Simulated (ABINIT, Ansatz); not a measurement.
# KBr (Fm-3m): G0W0 on several meshes in ABINIT

Wanted: mesh dependence and cost of G0W0 for KBr (Fm-3m).

Method: LDA and many-body steps on it, plane waves, in ABINIT 10.8.3.

## 1. Starting point

The structure is cubic, space group Fm-3m (No. 225). The conventional cell has a = 6.600 Å, b = 6.600 Å, c = 6.600 Å, α = 90.00°, β = 90.00°, γ = 90.00°. Nearest to K lie 6 Br at 3.30 Å. Nearest to Br lie 6 K at 3.30 Å. Farther neighbours and most contacts between anions are not listed.

As a file:

```cif
data_structure
_symmetry_space_group_name_H-M 'Fm-3m'
_symmetry_Int_Tables_number 225
_cell_length_a 6.6000
_cell_length_b 6.6000
_cell_length_c 6.6000
_cell_angle_alpha 90.000
_cell_angle_beta 90.000
_cell_angle_gamma 90.000
_cell_volume 287.50
loop_
_atom_site_label
_atom_site_type_symbol
_atom_site_symmetry_multiplicity
_atom_site_Wyckoff_symbol
_atom_site_fract_x
_atom_site_fract_y
_atom_site_fract_z
_atom_site_occupancy
K1 K 4 a 0.00000 0.00000 0.00000 1
Br1 Br 4 b 0.50000 0.00000 0.00000 1
```

The cell and positions come from the Crystallography Open Database and are kept as given unless a step says otherwise.

## 2. Empty states on the mesh, 4×4×4 mesh, 230 bands

This step: ABINIT 10.8.3; DFT, LDA, plane waves, norm-conserving pseudopotentials.

The sums over transitions need many empty states on a uniform mesh; this step solves for them.

File run.abi:

```
acell 3*1.0 Angstrom
rprim 
  0.000000000000 3.300000000000 3.300000000000
  3.300000000000 0.000000000000 3.300000000000
  3.300000000000 3.300000000000 0.000000000000
ntypat 2
znucl 19 35
natom 2
typat 1 2
xred 
  0.000000000000 0.000000000000 0.000000000000
  0.500000000000 0.500000000000 0.500000000000
pp_dirpath "pseudos"
pseudos "K.upf, Br.upf"
ecut 32
ngkpt 4 4 4
nshiftk 1
shiftk 0 0 0
kptopt 1
chksymbreak 0
irdden 1
istwfk *1
nband 230
prtvol 0
optdriver 6
gwr_task "HDIAGO"
paral_kgb 0
occopt 1
indata_prefix "in"
outdata_prefix "out"
tmpdata_prefix "tmp"
```

On the command line:

```sh
> OMP_NUM_THREADS=1 mpirun -n 4 abinit run.abi > log
```

Numbers of over 12 decimals in the logs are rounded to 6 here.

Output:

```text
.Version 10.8.3 of ABINIT. v10.8.2 released Aug 2026.

 Symmetries : space group Fm -3 m (#225); Bravais cF (face-center cubic)
[... echo of the input left out ...]
== DATASET  1 ==================================================================
-   mpi_nproc: 4, omp_nthreads: 1 (-1 if OMP is not activated)

--- !DatasetInfo
iteration_state: {dtset: 1, }
dimensions: {natom: 2, nkpt: 8, mband: 230, nsppol: 1, nspinor: 1, nspden: 1, mpw: 4279, }
cutoff_energies: {ecut:  32.0, pawecutdg:  -1.0, }
[...]
Direct band gap semiconductor
 Fundamental gap:     4.032 (eV)
   VBM:    -0.201 (eV) at k: [ 0.0000E+00,  0.0000E+00,  0.0000E+00]
   CBM:     3.831 (eV) at k: [ 0.0000E+00,  0.0000E+00,  0.0000E+00]
 Direct gap:         4.032 (eV) at k: [ 0.0000E+00,  0.0000E+00,  0.0000E+00]

== END DATASET(S) ==============================================================
================================================================================

 -outvars: echo values of variables after computation  --------
           etotal      0.0000000000E+00
            nband         230
             nkpt           8
          spgroup         225
 [... the other variables as echoed above ...]

 Calculation completed.
```

Run time: 1.8 min. Hardware: 4 MPI ranks of Arm Neoverse V2, shared host; peak memory 4.1 GiB.

Numbers from this step:

```
gap                                                           : 4.032 eV
k of the valence top                                          : 0, 0, 0
k of the conduction bottom                                    : 0, 0, 0
least direct gap                                              : 4.032 eV
k points computed                                             : 8
lowest point of the top converged band, above the valence top : 112.5320 eV
```

On this mesh the gap is 4.032 eV.

The density comes from a self-consistent run that is not shown.

## 3. Screening, 4×4×4 mesh, 95 bands, screening to 141.5 eV

The RPA dielectric matrix is built and inverted for each q.

This step: RPA screening on LDA, plane waves, norm-conserving pseudopotentials.

Edit run.abi of step 2 so:

```diff
@@ -20,10 +20,11 @@
 chksymbreak 0
-irdden 1
 istwfk *1
-nband 230
-prtvol 0
-optdriver 6
-gwr_task "HDIAGO"
-paral_kgb 0
 occopt 1
+irdwfk 1
+optdriver 3
+nband 95
+ecuteps 5.2
+inclvkb 2
+awtr 1
+symchi 1
 indata_prefix "in"
```

Output:

```text
.Version 10.8.3 of ABINIT. v10.8.2 released Aug 2026.

 Symmetries : space group Fm -3 m (#225); Bravais cF (face-center cubic)
[... echo of the input left out ...]
== DATASET  1 ==================================================================
-   mpi_nproc: 4, omp_nthreads: 1 (-1 if OMP is not activated)

--- !DatasetInfo
iteration_state: {dtset: 1, }
dimensions: {natom: 2, nkpt: 8, mband: 95, nsppol: 1, nspinor: 1, nspden: 1, mpw: 4279, }
cutoff_energies: {ecut:  32.0, pawecutdg:  -1.0, }
electrons: {nelect:   1.60000000E+01, charge:   0.00000000E+00, occopt:   1.00000000E+00, tsmear:   1.00000000E-02, }

 SCREENING: Calculation of the susceptibility and dielectric matrices

 Based on a program developped by R.W. Godby, V. Olevano, G. Onida, and L. Reining.
 Incorporated in ABINIT by V. Olevano, G.-M. Rignanese, and M. Torrent.
.Using double precision arithmetic ; gwpc =  8

[... cell and pseudopotentials left out ...]
--------------------------------------------------------------------------------

 ==== K-mesh for the wavefunctions ====
 Number of points in the irreducible wedge :     8
[... list of points left out ...]
 Together with 48 symmetry operations and time-reversal symmetry
 yields    64 points in the full Brillouin Zone.

 ==== Q-mesh for the screening function ====
 Number of points in the irreducible wedge :     8
[... list of points left out ...]
 Together with 48 symmetry operations and time-reversal symmetry
 yields    64 points in the full Brillouin Zone.

 setmesh: FFT mesh size selected  =    32x   32x   32
          total number of points  =        32768

 vcoul_init : cutoff-mode = AUXILIARY_FUNCTION
 q-points for optical limit:   1
     1)      0.000010    0.000020    0.000030

- screening: taking advantage of time-reversal symmetry
- Maximum band index for partially occupied states nbvw = 8
- Remaining bands to be divided among processors   nbcw = 87
- Number of bands treated by each node ~21

 Number of electrons calculated from density =   16.0000; Expected =   16.0000
 average of density, n =  0.032988
 r_s =    1.9343
 omega_plasma =   17.5199 [eV]

 calculating chi0 at frequencies [eV] :
  1    0.000000E+00    0.000000E+00
  2    0.000000E+00    1.751989E+01

--------------------------------------------------------------------------------
  q-point number  1        q = ( 0.000000, 0.000000, 0.000000) [r.l.u.]
--------------------------------------------------------------------------------
[... chi0 elements left out ...]
 For q-point:  0.000010 0.000020 0.000030
  dielectric constant =   2.4992
  dielectric constant without local fields =   2.9940

  Average fulfillment of the sum rule on Im[epsilon] for q-point    1 :     72.71  [%]
[... wings left out ...]
  q-point number  2        q = ( 0.250000, 0.000000, 0.000000) [r.l.u.]
--------------------------------------------------------------------------------
[... chi0 elements left out ...]
  Average fulfillment of the sum rule on Im[epsilon] for q-point    2 :     82.16  [%]

 [... 6 further q-points ...]
```

Run time: 21 s. Hardware: 4 MPI ranks; peak memory 0.96 GiB.

Numbers from this step:

```
ε∞ with local fields, on this mesh, along the program's q direction : 2.499
the same without local fields                                       : 2.994
plasma frequency                                                    : 17.52 eV
plane waves in the screening matrix                                 : 283
```

Local fields lower ε∞ by 17 %.

## 4. 4×4×4

The self-energy is evaluated for the states that the input lists, and the levels follow from it, in one-shot runs by the linearised quasiparticle equation.

This step: G0W0 on LDA, plane waves, norm-conserving pseudopotentials.

Edit run.abi of step 3 so:

```diff
@@ -23,8 +23,15 @@
 irdwfk 1
-optdriver 3
+optdriver 4
 nband 95
+gwcalctyp 0
+ecutsigx 32
+symsigma 1
+nkptgw 1
+kptgw 
+  0.0000000000 0.0000000000 0.0000000000
+bdgw 
+  6 12
 ecuteps 5.2
-inclvkb 2
-awtr 1
-symchi 1
+irdscr 1
+ppmodel 1
 indata_prefix "in"
```

Output:

```text
.Version 10.8.3 of ABINIT. v10.8.2 released Aug 2026.

 Symmetries : space group Fm -3 m (#225); Bravais cF (face-center cubic)
[... echo of the input left out ...]
== DATASET  1 ==================================================================
-   mpi_nproc: 4, omp_nthreads: 1 (-1 if OMP is not activated)

--- !DatasetInfo
iteration_state: {dtset: 1, }
dimensions: {natom: 2, nkpt: 8, mband: 95, nsppol: 1, nspinor: 1, nspden: 1, mpw: 4279, }
cutoff_energies: {ecut:  32.0, pawecutdg:  -1.0, }
electrons: {nelect:   1.60000000E+01, charge:   0.00000000E+00, occopt:   1.00000000E+00, tsmear:   1.00000000E-02, }

 SIGMA: Calculation of the GW corrections

 Based on a program developped by R.W. Godby, V. Olevano, G. Onida, and L. Reining.
 Incorporated in ABINIT by V. Olevano, G.-M. Rignanese, and M. Torrent.
.Using double precision arithmetic ; gwpc =  8

[... cell and pseudopotentials left out ...]
--------------------------------------------------------------------------------

 ==== K-mesh for the wavefunctions ====
 Number of points in the irreducible wedge :     8
[... list of points left out ...]
 Together with 48 symmetry operations and time-reversal symmetry
 yields    64 points in the full Brillouin Zone.

 ==== Q-mesh for screening function ====
 Number of points in the irreducible wedge :     8
[... list of points left out ...]
 Together with 48 symmetry operations and time-reversal symmetry
 yields    64 points in the full Brillouin Zone.

 vcoul_init : cutoff-mode = AUXILIARY_FUNCTION
 q-points for optical limit:   1
     1)      0.000010    0.000020    0.000030
 setmesh: FFT mesh size selected  =    45x   45x   45
          total number of points  =        91125

 Number of electrons calculated from density =   16.0000; Expected =   16.0000
 average of density, n =  0.032988
 r_s =    1.9343
 omega_plasma =   17.5199 [eV]

 === KS Band Gaps ===
  >>>> For spin  1
   Minimum direct gap =   4.0319 [eV], located at k-point      :   0.0000  0.0000  0.0000
   Fundamental gap    =   4.0319 [eV], Top of valence bands at :   0.0000  0.0000  0.0000
                                       Bottom of conduction at :   0.0000  0.0000  0.0000
 SIGMA fundamental parameters:
 PLASMON POLE MODEL  1
 number of plane-waves for SigmaX                 4279
 number of plane-waves for SigmaC and W            283
 number of plane-waves for wavefunctions          4279
 number of bands                                    95
 number of independent spin polarizations            1
 number of spinorial components                      1
 number of k-points in IBZ                           8
 number of q-points in IBZ                           8
 number of symmetry operations                      48
 number of k-points in BZ                           64
 number of q-points in BZ                           64
 number of frequencies for dSigma/dE                 9
 frequency step for dSigma/dE [eV]                0.25
 number of omega for Sigma on real axis              0
 max omega for Sigma on real axis  [eV]           0.00
 zcut for avoiding poles [eV]                     0.10

 EPSILON^-1 parameters (SCR file):
 dimension of the eps^-1 matrix on file            283
 dimension of the eps^-1 matrix used               283
 number of plane-waves for wavefunctions          4279
 number of bands                                    95
 number of q-points in IBZ                           8
 number of frequencies                               2
 number of real frequencies                          1
 number of imag frequencies                          1

 matrix elements of self-energy operator (all in [eV])

 Perturbative Calculation

--- !SelfEnergy_ee
iteration_state: {dtset: 1, }
kpoint     : [   0.000,    0.000,    0.000, ]
spin       : 1
KS_gap     :    4.032
QP_gap     :    6.785
Delta_QP_KS:    2.753
data: !SigmaeeData |
     Band     E0 <VxcDFT>   SigX SigC(E0)      Z dSigC/dE  Sig(E)    E-E0       E
        6  -0.201 -12.640 -16.505   1.837   0.810  -0.235 -14.282  -1.641  -1.843
        7  -0.201 -12.640 -16.505   1.837   0.810  -0.235 -14.282  -1.641  -1.843
        8  -0.201 -12.640 -16.505   1.837   0.810  -0.235 -14.282  -1.641  -1.843
        9   3.831  -7.272  -3.194  -2.786   0.861  -0.162  -6.161   1.111   4.942
       10   7.158  -8.721  -3.699  -2.973   0.855  -0.170  -6.969   1.752   8.910
       11   7.158  -8.721  -3.699  -2.973   0.855  -0.170  -6.969   1.752   8.910
       12   7.158  -8.721  -3.699  -2.973   0.855  -0.170  -6.969   1.752   8.910

== END DATASET(S) ==============================================================
================================================================================

 -outvars: echo values of variables after computation  --------
           etotal      0.0000000000E+00
            nband          95
             nkpt           8
          spgroup         225
 [... the other variables as echoed above ...]

 Calculation completed.
```

The job ended after 6.7 s (4 MPI ranks; peak memory 0.98 GiB).

Numbers from this step:

```yaml
g0w0_gap_on_the_points_computed: 6.785 eV
starting_gap_on_the_mesh: 4.032 eV
k_of_the_valence_top: 0, 0, 0
k_of_the_conduction_bottom: 0, 0, 0
z_at_the_valence_top: 0.81
z_at_the_conduction_bottom: 0.861
least_direct_g0w0_gap_on_the_computed_points: 6.785 eV
```

The gap on the mesh goes from 4.03 eV to 6.79 eV, a correction of +2.75 eV.

## 5. Empty states on the mesh, 2×2×2 mesh, 103 bands

This step: DFT, LDA, plane waves, norm-conserving pseudopotentials.

Edit run.abi of step 4 so:

```diff
@@ -15,3 +15,3 @@
 ecut 32
-ngkpt 4 4 4
+ngkpt 2 2 2
 nshiftk 1
@@ -20,18 +20,10 @@
 chksymbreak 0
+iscf -2
+irdden 1
 istwfk *1
-occopt 1
-irdwfk 1
-optdriver 4
-nband 95
-gwcalctyp 0
-ecutsigx 32
-symsigma 1
-nkptgw 1
-kptgw 
-  0.0000000000 0.0000000000 0.0000000000
-bdgw 
-  6 12
-ecuteps 5.2
-irdscr 1
-ppmodel 1
+nband 103
+nbdbuf 8
+tolwfr 1e-09
+nstep 60
+prtvol 0
 indata_prefix "in"
```

Output:

```text
.Version 10.8.3 of ABINIT. v10.8.2 released Aug 2026.

 Symmetries : space group Fm -3 m (#225); Bravais cF (face-center cubic)
[... echo of the input left out ...]
== DATASET  1 ==================================================================
-   mpi_nproc: 4, omp_nthreads: 1 (-1 if OMP is not activated)
-    --> not optimal distribution: autoparal keyword recommended in input file <--

--- !DatasetInfo
iteration_state: {dtset: 1, }
dimensions: {natom: 2, nkpt: 3, mband: 103, nsppol: 1, nspinor: 1, nspden: 1, mpw: 4279, }
cutoff_energies: {ecut:  32.0, pawecutdg:  -1.0, }
[...]
2.16083    2.16083    2.16083    2.17096    2.17096    2.17096    2.17650    2.17650
   2.18728    2.29459    2.29459    2.29459    2.30301    2.30301    2.30301    2.33268
   2.33268    2.33268    2.35419    2.35422    2.35440    2.37269    2.37280
 prteigrs : prtvol=0 or 1, do not print more k-points.

== END DATASET(S) ==============================================================
================================================================================

 -outvars: echo values of variables after computation  --------
            nband         103
             nkpt           3
          spgroup         225
 [... the other variables as echoed above ...]

 Calculation completed.
```

It took 15 s on 4 MPI ranks; peak memory 0.32 GiB.

This step gave:

* gap: 4.032 eV
* k of the valence top: 0, 0, 0
* k of the conduction bottom: 0, 0, 0
* least direct gap: 4.032 eV
* k points computed: 3
* lowest point of the top converged band, above the valence top: 60.5981 eV

On this mesh the gap is 4.032 eV.

(Part 1 of 2 ends here.)

[Paths, hosts, dates, memory and timing lines, banners, echoed tables and standing remarks are left out of the program output.]

[Logs are printed without paths, hosts, clocks, repeated set-up lines and the standing remarks that a program may print on its own settings, such as how far it seeks lower states.]

[Runs of the session that timed out or met a known fault of the program may be left out.]

[No measured gap is set beside runs whose start may be inverted or whose files or cutoffs have a known fault.]

[Hosts, paths, dates, database ids (printed as entryN), source tags and the programs' standing remarks are cut or masked in the printed files.]

[G0W0 gaps are taken among the corrected bands and points alone; a level outside them can change the order at an edge.]

[Where Ansatz stands beside ABINIT at settings called matched, ABINIT's density can come from a denser mesh and the files from another edition; pairs whose starting gaps differed by over 0.03 eV were left out, so agreement reads better than it is.]
